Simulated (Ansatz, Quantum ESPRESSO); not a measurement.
# CO2 (P4_2/mnm): third-order response, part 2 of 4

Aim: Raman and infrared lines of CO2 (P4_2/mnm).

Quantum ESPRESSO 8.0 development, patched; DFT LDA, scalar-relativistic, plane waves, PseudoDojo norm-conserving pseudopotentials.

So far. Step 2 (A probe with smearing): A gap of 6.3 eV opens on this mesh, so the crystal is taken as an insulator; the start stands at -2.8 GPa. Step 4 (Ground state): The cell stands at -0.056 GPa, close enough for phonons. The relaxed cell has a = 4.117, c = 4.337 Å (conventional setting).

## (5) Zone-centre response

At q = 0 one unit cell holds all displacements; symmetry groups them into irreducible representations that are solved one by one. The response to a field gives ε∞ and the Born charges, which polar modes need. Third-order response adds the Raman tensors.

File ph.in:

```
phonons
&INPUTPH
  prefix = 'x'
  outdir = './tmp'
  fildyn = 'g.dyn'
  tr2_ph = 1.0d-18
  epsil  = .true.
  lraman = .true.
  elop   = .true.
/
0.000000000000 0.000000000000 0.000000000000
```

Run with:

```sh
OMP_NUM_THREADS=1 mpirun -n 16 ph.x -nk 16 -in ph.in > ph.out
```

Output:

```text
[banners, grids, parts of the stress and lines that vanish by symmetry left out]
[banner, memory and clock lines left out]
Program PHONON v.8.0dev

[...]
(   1q-points):
[...]
Exchange-correlation= PW
                           (   1   4   0   0   0   0   0)
[...]
kinetic-energy cut-off    =      84.0000  Ry
     charge density cut-off    =     336.0000  Ry
     convergence threshold     =      1.0E-18
[...]
Exchange-correlation= PW
                           (   1   4   0   0   0   0   0)
[...]
q = (   0.0000000   0.0000000   0.0000000 )
     17 Sym.Ops. (with q -> -q+G )
     G cutoff =  515.1269  (  51575 G-vectors)     FFT grid: ( 48, 48, 48)
     number of k points=    75
[...]
Mode symmetry, D_4h(4/mmm) point group:
[...]
Dielectric constant
[...]
End of electric fields calculation
          Dielectric constant in cartesian axis
          (       2.390806425       0.000000000       0.000000000 )
          (       0.000000000       2.390806425       0.000000000 )
          (       0.000000000       0.000000000       1.918992602 )
          Effective charges (d Force / dE) in cartesian axis without acoustic sum rule applied (asr)
           atom    1  C     Mean Z*:        1.61592
      Ex  (        2.02943       -1.08687        0.00000 )
      Ey  (       -1.08687        2.02943        0.00000 )
      Ez  (        0.00000        0.00000        0.78891 )
           atom    2  C     Mean Z*:        1.61592
      Ex  (        2.02943        1.08687        0.00000 )
      Ey  (        1.08687        2.02943        0.00000 )
      Ez  (        0.00000        0.00000        0.78891 )
           atom    3  O     Mean Z*:       -0.80799
      Ex  (       -1.01475        0.64013        0.00000 )
      Ey  (        0.64013       -1.01475        0.00000 )
      Ez  (        0.00000        0.00000       -0.39449 )
           atom    4  O     Mean Z*:       -0.80799
      Ex  (       -1.01475        0.64013        0.00000 )
      Ey  (        0.64013       -1.01475        0.00000 )
      Ez  (       -0.00000       -0.00000       -0.39449 )
           atom    5  O     Mean Z*:       -0.80799
      Ex  (       -1.01475       -0.64013       -0.00000 )
      Ey  (       -0.64013       -1.01475        0.00000 )
      Ez  (       -0.00000        0.00000       -0.39449 )
           atom    6  O     Mean Z*:       -0.80799
      Ex  (       -1.01475       -0.64013        0.00000 )
      Ey  (       -0.64013       -1.01475        0.00000 )
      Ez  (       -0.00000       -0.00000       -0.39449 )
          Effective charges Sum: Mean:       -0.00013
[...]
Effective charges (d Force / dE) in cartesian axis with asr applied:
           atom    1  C     Mean Z*:        1.61594
[...]
atom    2  C     Mean Z*:        1.61594
[...]
atom    3  O     Mean Z*:       -0.80797
[...]
atom    4  O     Mean Z*:       -0.80797
[...]
atom    5  O     Mean Z*:       -0.80797
[...]
atom    6  O     Mean Z*:       -0.80797
[...]
Dielectric constant from finite-differences
          (       2.390763949       0.000000000       0.000000000 )
          (       0.000000000       2.390763949       0.000000000 )
          (       0.000000000       0.000000000       1.918991082 )
[...]
(       0.000000000       0.000000000       0.000000000 )
          (       0.000000000       0.000000000       0.000000000 )
          (       0.000000000       0.000000000       0.000000000 )
          (       0.000000000       0.000000000       0.000000000 )
          (       0.000000000       0.000000000       0.000000000 )
          (       0.000000000       0.000000000       0.000000000 )
          (       0.000000000       0.000000000       0.000000000 )
          (       0.000000000       0.000000000       0.000000000 )
[...]
(      -0.121587985      -0.358841211      -0.000000000 )
          (       0.000000000      -0.000000000      -0.150023435 )
          (       0.000000000       0.000000000      -0.102090485 )
          (       0.000000000       0.000000000      -0.102090485 )
          (      -0.102090485      -0.102090485       0.000000000 )
[...]
Representation #   1 mode #   1
[...]
End of self-consistent calculation
     Convergence has been achieved
     Representation #   2 mode #   2
[...]
End of self-consistent calculation
     Convergence has been achieved
     Representation #   3 mode #   3
[...]
End of self-consistent calculation
     Convergence has been achieved
     Representation #   4 mode #   4
[...]
End of self-consistent calculation
     Convergence has been achieved
     Representation #   5 modes #   5   6
[...]
Convergence has been achieved
     Representation #   6 mode #   7
[...]
Convergence has been achieved
     Representation #   7 mode #   8
[...]
Convergence has been achieved
     Representation #   8 mode #   9
[...]
Convergence has been achieved
     Representation #   9 mode #  10
[...]
Convergence has been achieved
     Representation #  10 modes #  11  12
[...]
Convergence has been achieved
     Representation #  11 modes #  13  14
[...]
Convergence has been achieved
     Representation #  12 modes #  15  16
[...]
End of self-consistent calculation
     Convergence has been achieved
     Representation #  13 modes #  17  18
[...]
End of self-consistent calculation
     Convergence has been achieved
[...]
Dielectric constant in cartesian axis
          (       2.390806425       0.000000000       0.000000000 )
          (       0.000000000       2.390806425       0.000000000 )
          (       0.000000000       0.000000000       1.918992602 )
          Effective charges (d Force / dE) in cartesian axis without acoustic sum rule applied (asr)
           atom    1  C     Mean Z*:        1.61592
      Ex  (        2.02943       -1.08687        0.00000 )
      Ey  (       -1.08687        2.02943        0.00000 )
      Ez  (        0.00000        0.00000        0.78891 )
           atom    2  C     Mean Z*:        1.61592
      Ex  (        2.02943        1.08687        0.00000 )
      Ey  (        1.08687        2.02943        0.00000 )
      Ez  (        0.00000        0.00000        0.78891 )
           atom    3  O     Mean Z*:       -0.80799
      Ex  (       -1.01475        0.64013        0.00000 )
      Ey  (        0.64013       -1.01475        0.00000 )
      Ez  (        0.00000        0.00000       -0.39449 )
           atom    4  O     Mean Z*:       -0.80799
      Ex  (       -1.01475        0.64013        0.00000 )
      Ey  (        0.64013       -1.01475        0.00000 )
      Ez  (       -0.00000       -0.00000       -0.39449 )
           atom    5  O     Mean Z*:       -0.80799
      Ex  (       -1.01475       -0.64013       -0.00000 )
      Ey  (       -0.64013       -1.01475        0.00000 )
      Ez  (       -0.00000        0.00000       -0.39449 )
           atom    6  O     Mean Z*:       -0.80799
      Ex  (       -1.01475       -0.64013        0.00000 )
      Ey  (       -0.64013       -1.01475        0.00000 )
      Ez  (       -0.00000       -0.00000       -0.39449 )
          Effective charges Sum: Mean:       -0.00013
[...]
Effective charges (d Force / dE) in cartesian axis with asr applied:
           atom    1  C     Mean Z*:        1.61594
[...]
atom    2  C     Mean Z*:        1.61594
[...]
atom    3  O     Mean Z*:       -0.80797
[...]
atom    4  O     Mean Z*:       -0.80797
[...]
atom    5  O     Mean Z*:       -0.80797
[...]
atom    6  O     Mean Z*:       -0.80797
[...]
q = (    0.000000000   0.000000000   0.000000000 )
[...]
freq (    1) =      -0.112065 [THz] =      -3.738091 [cm-1]
     freq (    2) =       0.159028 [THz] =       5.304595 [cm-1]
     freq (    3) =       0.159028 [THz] =       5.304595 [cm-1]
     freq (    4) =       3.678929 [THz] =     122.715851 [cm-1]
     freq (    5) =       3.678929 [THz] =     122.715851 [cm-1]
     freq (    6) =       3.838246 [THz] =     128.030091 [cm-1]
     freq (    7) =       4.127415 [THz] =     137.675739 [cm-1]
     freq (    8) =       4.127415 [THz] =     137.675739 [cm-1]
     freq (    9) =       4.703965 [THz] =     156.907385 [cm-1]
     freq (   10) =       5.702050 [THz] =     190.199917 [cm-1]
     freq (   11) =      18.500718 [THz] =     617.117511 [cm-1]
     freq (   12) =      18.546085 [THz] =     618.630806 [cm-1]
     freq (   13) =      18.546085 [THz] =     618.630806 [cm-1]
     freq (   14) =      18.910729 [THz] =     630.794037 [cm-1]
     freq (   15) =      40.490368 [THz] =    1350.613307 [cm-1]
     freq (   16) =      40.568692 [THz] =    1353.225900 [cm-1]
     freq (   17) =      71.276722 [THz] =    2377.535520 [cm-1]
     freq (   18) =      71.276722 [THz] =    2377.535520 [cm-1]
[...]
Mode symmetry, D_4h(4/mmm) point group:
     freq (   1-   1) =         -3.7  [cm-1]   --> A_2u X_4' M_4'  I
     freq (   2-   3) =          5.3  [cm-1]   --> E_u  X_5' M_5'  I
     freq (   4-   5) =        122.7  [cm-1]   --> E_u  X_5' M_5'  I
     freq (   6-   6) =        128.0  [cm-1]   --> B_1g X_2  M_2   R
     freq (   7-   8) =        137.7  [cm-1]   --> E_g  X_5  M_5   R
     freq (   9-   9) =        156.9  [cm-1]   --> B_1u X_2' M_2'
     freq (  10-  10) =        190.2  [cm-1]   --> A_2g X_4  M_4
     freq (  11-  11) =        617.1  [cm-1]   --> B_1u X_2' M_2'
     freq (  12-  13) =        618.6  [cm-1]   --> E_u  X_5' M_5'  I
     freq (  14-  14) =        630.8  [cm-1]   --> A_2u X_4' M_4'  I
     freq (  15-  15) =       1350.6  [cm-1]   --> A_1g X_1  M_1   R
     freq (  16-  16) =       1353.2  [cm-1]   --> B_2g X_3  M_3   R
     freq (  17-  18) =       2377.5  [cm-1]   --> E_u  X_5' M_5'  I
```

It took 34 min on 16 MPI ranks of Arm Neoverse N1, shared host; 9 h of CPU time.

This step gave:

```
miss of the charge sum rule                                       : 1.40e-4 e
largest acoustic frequency at the zone centre before the sum rule : 5.3 cm⁻¹
highest optical zone-centre mode (no LO-TO term)                  : 2378 cm⁻¹
lowest optical zone-centre mode                                   : 122.7 cm⁻¹
mean high-frequency dielectric constant                           : 2.234
largest Born charge in size (third of the trace)                  : 1.616 e
```

Born charge (rows field, columns displacement), before the sum rule (e), principal values of the symmetric part by kind of site:

| atom | atoms with these values | low | middle | high | mean |
| --- | --- | --- | --- | --- | --- |
| C1 | 2 | 0.79 | 0.94 | 3.12 | 1.62 |
| O3 | 4 | -1.65 | -0.39 | -0.37 | -0.81 |

In full for O3:

```
-1.01  0.64  0.00
 0.64 -1.01  0.00
 0.00  0.00 -0.39
```

High-frequency dielectric tensor:

```
2.39 0.00 0.00
0.00 2.39 0.00
0.00 0.00 1.92
```

The acoustic modes at Γ come out as far as 5.3 cm⁻¹ from zero, where they should vanish, a small numerical error; the Born charges miss their sum rule by 1.4e-4 e, which is good.

## (6) Modes with the sum rule

A rigid shift of the crystal must cost nothing, but grids and finite bases break this; the acoustic sum rule is imposed before the matrix is diagonalised again. With Born charges the intensities follow, and the static dielectric tensor.

File dynmat.in:

```
&INPUT
  fildyn = 'g.dyn'
  asr    = 'crystal'
  fileig = 'dynmat.eig'
  lperm  = .true.
/
```

Run with:

```sh
dynmat.x -in dynmat.in > dynmat.out
```

Output:

```text
[banner, memory and clock lines left out]
Program DYNMAT v.8.0dev

     Reading Dynamical Matrix from file g.dyn
     ...Force constants read
     ...epsilon and Z* read
     ...Raman cross sections read
     Acoustic Sum Rule: || Z*(ASR) - Z*(orig)|| =    9.277246E-05
     Acoustic Sum Rule: ||dyn(ASR) - dyn(orig)||=    6.706641E-05
     A direction for q was not specified:TO-LO splitting will be absent

     Polarizability (A^3 units)
     multiply by 0.708628 for Clausius-Mossotti correction (not under assume_isolated = 'mt')
         8.135999    0.000000    0.000000
         0.000000    8.135999    0.000000
         0.000000    0.000000    5.375962

     IR activities are in (D/A)^2/amu units
     Raman activities are in A^4/amu units
     multiply Raman by 0.252158 for Clausius-Mossotti correction (not under assume_isolated = 'mt')

# mode   [cm-1]    [THz]      IR          Raman   depol.fact
    1     -0.00   -0.0000    0.0000         0.0000    0.7500
    2      0.00    0.0000    0.0000         0.0000    0.7402
    3      0.00    0.0000    0.0000         0.0000    0.6662
    4    122.72    3.6789    0.0486         0.0000    0.7487
    5    122.72    3.6789    0.0486         0.0000    0.7500
    6    128.03    3.8382    0.0000        10.5591    0.7500
    7    137.68    4.1274    0.0000         6.6872    0.7500
    8    137.68    4.1274    0.0000         6.6872    0.7500
    9    156.91    4.7040    0.0000         0.0000    0.7499
   10    190.20    5.7020    0.0000         0.0000    0.7411
   11    617.12   18.5007    0.0000         0.0000    0.0603
   12    618.63   18.5462    2.2933         0.0000    0.4740
   13    618.63   18.5462    2.2933         0.0000    0.7370
   14    630.79   18.9107    3.2887         0.0000    0.5645
   15   1350.61   40.4904    0.0000       149.8664    0.0174
   16   1353.23   40.5687    0.0000        18.9707    0.7500
   17   2377.54   71.2767   26.3216         0.0000    0.0787
   18   2377.54   71.2767   26.3216         0.0000    0.7500

Electronic dielectric permittivity tensor (relative, adimensional)
         2.390806    0.000000    0.000000
         0.000000    2.390806    0.000000
         0.000000    0.000000    1.918993

 ... with zone-center polar mode contributions
         2.793319   -0.000000    0.000000
        -0.000000    2.793319    0.000000
         0.000000    0.000000    2.158792

[end of the log left out, with the tail of the file of modes that dynmat.x writes under the same name]
```

Run time: 0.52 s. Hardware: 1 thread.

Read from the output:

* mean static dielectric constant: 2.582

Unit eigenvectors of the mass-weighted matrix after the sum rule; no LO-TO term. The modes at Γ (shares of kinetic energy by element, %):

| mode | frequency (cm⁻¹) | C % | O % |
| --- | --- | --- | --- |
| 1 | 0.0 | 27 | 73 |
| 2 | 0.0 | 27 | 73 |
| 3 | 0.0 | 27 | 73 |
| 4 | 122.7 | 27 | 73 |
| 5 | 122.7 | 27 | 73 |
| 6 | 128.0 | 0 | 100 |
| 7 | 137.7 | 0 | 100 |
| 8 | 137.7 | 0 | 100 |
| 9 | 156.9 | 30 | 70 |
| 10 | 190.2 | 0 | 100 |
| 11 | 617.1 | 70 | 30 |
| 12 | 618.6 | 73 | 27 |
| 13 | 618.6 | 73 | 27 |
| 14 | 630.8 | 73 | 27 |
| 15 | 1350.6 | 0 | 100 |
| 16 | 1353.2 | 0 | 100 |
| 17 | 2377.5 | 73 | 27 |
| 18 | 2377.5 | 73 | 27 |

Displacements in mode 4 (122.7 cm⁻¹), the largest set to 1:
```
C1  -0.23  0.99  0.00
C2   0.24 -0.99  0.00
O3  -0.24  1.00  0.00
O4  -0.24  1.00  0.00
O5   0.24 -1.00  0.00
O6   0.24 -1.00  0.00
```

Displacements in mode 18 (2377.5 cm⁻¹), the largest set to 1:
```
C1  -0.01 -0.02  0.00
C2   1.00  1.00  0.00
O3   0.00  0.01  0.00
O4   0.00  0.01  0.00
O5  -0.37 -0.37  0.00
O6  -0.37 -0.37  0.00
```

Degenerate modes summed, no LO-TO term. Lines of the infrared spectrum (strongest = 100):

| position (cm⁻¹) | lines merged | IR intensity, relative |
| --- | --- | --- |
| 123 | 2 | 0.2 |
| 128 | 1 | 0.0 |
| 138 | 2 | 0.0 |
| 157 | 1 | 0.0 |
| 190 | 1 | 0.0 |
| 617 | 1 | 0.0 |
| 619 | 2 | 8.7 |
| 631 | 1 | 6.2 |
| 1351 | 1 | 0.0 |
| 1353 | 1 | 0.0 |
| 2378 | 2 | 100 |

Degenerate modes summed. Lines of the Raman spectrum (strongest = 100):

| position (cm⁻¹) | lines merged | Raman activity, relative |
| --- | --- | --- |
| 123 | 2 | 0.0 |
| 128 | 1 | 7.0 |
| 138 | 2 | 8.9 |
| 157 | 1 | 0.0 |
| 190 | 1 | 0.0 |
| 617 | 1 | 0.0 |
| 619 | 2 | 0.0 |
| 631 | 1 | 0.0 |
| 1351 | 1 | 100 |
| 1353 | 1 | 13 |
| 2378 | 2 | 0.0 |

Static dielectric tensor (ions relaxed, fixed cell):

```
2.79 0.00 0.00
0.00 2.79 0.00
0.00 0.00 2.16
```

The rule moves no optical mode by more than 0.1 cm⁻¹.

## (7) Sum rules set otherwise: a sum rule for molecules or wires on a crystal

This rule also removes rotations, which suits molecules and not a crystal; it is tried to see the harm.

File dynmat.in:

```
&INPUT
  fildyn = 'g.dyn'
  asr    = 'zero-dim'
  fileig = 'dynmat.eig'
  lperm  = .true.
/
```

Run with:

```sh
dynmat.x -in dynmat.in > dynmat.out
```

Output:

```text
[banner, memory and clock lines left out]
Program DYNMAT v.8.0dev

     Reading Dynamical Matrix from file g.dyn
     ...Force constants read
     ...epsilon and Z* read
     ...Raman cross sections read
     Warning: this looks like a crystal, not a molecule in a box: use asr = 'crystal'
     Acoustic Sum Rule: || Z*(ASR) - Z*(orig)|| =    1.645038E-01
     Acoustic Sum Rule: ||dyn(ASR) - dyn(orig)||=    3.988471E-01
     Message from routine dynmat:
     WARNING: the charges keep any dipole. Ignore the strengths of the modes set to zero; with q typed a rigid rotation may get a frequency
     A direction for q was not specified:TO-LO splitting will be absent

     Polarizability (A^3 units)
     multiply by 0.708628 for Clausius-Mossotti correction (not under assume_isolated = 'mt')
         8.135999    0.000000    0.000000
         0.000000    8.135999    0.000000
         0.000000    0.000000    5.375962

     IR activities are in (D/A)^2/amu units
     Raman activities are in A^4/amu units
     multiply Raman by 0.252158 for Clausius-Mossotti correction (not under assume_isolated = 'mt')

# mode   [cm-1]    [THz]      IR          Raman   depol.fact
    1     -0.00   -0.0000    0.2508         1.3205    0.7500
    2     -0.00   -0.0000    0.0340         0.8946    0.7500
    3     -0.00   -0.0000    0.1254         0.6877    0.7500
    4     -0.00   -0.0000    0.1663         1.3635    0.7500
    5      0.00    0.0000    0.3403         3.1701    0.7500
    6      0.00    0.0000    0.2257         3.4136    0.7500
    7    131.05    3.9287    0.0229         3.2851    0.7500
    8    133.86    4.0131    0.0193         4.9203    0.7500
    9    154.62    4.6353    0.0041         0.4641    0.7500
   10    188.15    5.6407    0.0001         0.4214    0.7500
   11    475.63   14.2591    1.4336         3.3189    0.7500
   12    519.44   15.5723    1.0089         0.6644    0.7500
   13    619.24   18.5644    2.2350         0.0022    0.7500
   14    625.01   18.7374    1.9042         0.0067    0.7500
   15   1350.61   40.4904    0.0000       149.8664    0.0174
   16   1353.23   40.5687    0.0000        18.9707    0.7500
   17   2376.50   71.2456   26.5256         0.0003    0.7500
   18   2377.22   71.2674   26.4144         0.0000    0.7500

Electronic dielectric permittivity tensor (relative, adimensional)
         2.390806    0.000000    0.000000
         0.000000    2.390806    0.000000
         0.000000    0.000000    1.918993

 ... with zone-center polar mode contributions
         2.740543   -0.001665   -0.003718
        -0.001665    2.740543   -0.003718
        -0.003718   -0.003718    2.169271

[end of the log left out, with the tail of the file of modes that dynmat.x writes under the same name]
```

Run time: 0.47 s. Hardware: 1 thread.

The run ended normally, but on settings that are not sound.

The fault: a sum rule for molecules or wires on a crystal; 3 optical modes are projected out to zero frequency, as if they were rotations, and the static dielectric tensor is spoilt.

For a crystal the rule has to be 'simple' or 'crystal'.

Zone-centre frequencies as printed; negative means imaginary. Modes:

| mode | frequency (cm⁻¹) |
| --- | --- |
| 1 | 0 |
| 2 | 0 |
| 3 | 0 |
| 4 | 0 |
| 5 | 0 |
| 6 | 0 |
| 7 | 131.1 |
| 8 | 133.9 |
| 9 | 154.6 |
| 10 | 188.2 |
| 11 | 475.6 |
| 12 | 519.4 |
| 13 | 619.2 |
| 14 | 625 |
| 15 | 1351 |
| 16 | 1353 |
| 17 | 2376 |
| 18 | 2377 |

(Part 2 of 4 ends here.)

[Host names and launcher messages were left out of these logs when they were recorded.]

[Logs are printed without paths, hosts, clocks, repeated set-up lines and the standing remarks that a program may print on its own settings, such as how far it seeks lower states.]

[Hosts, paths, dates, database ids (printed as entryN), source tags and the programs' standing remarks are cut or masked in the printed files.]
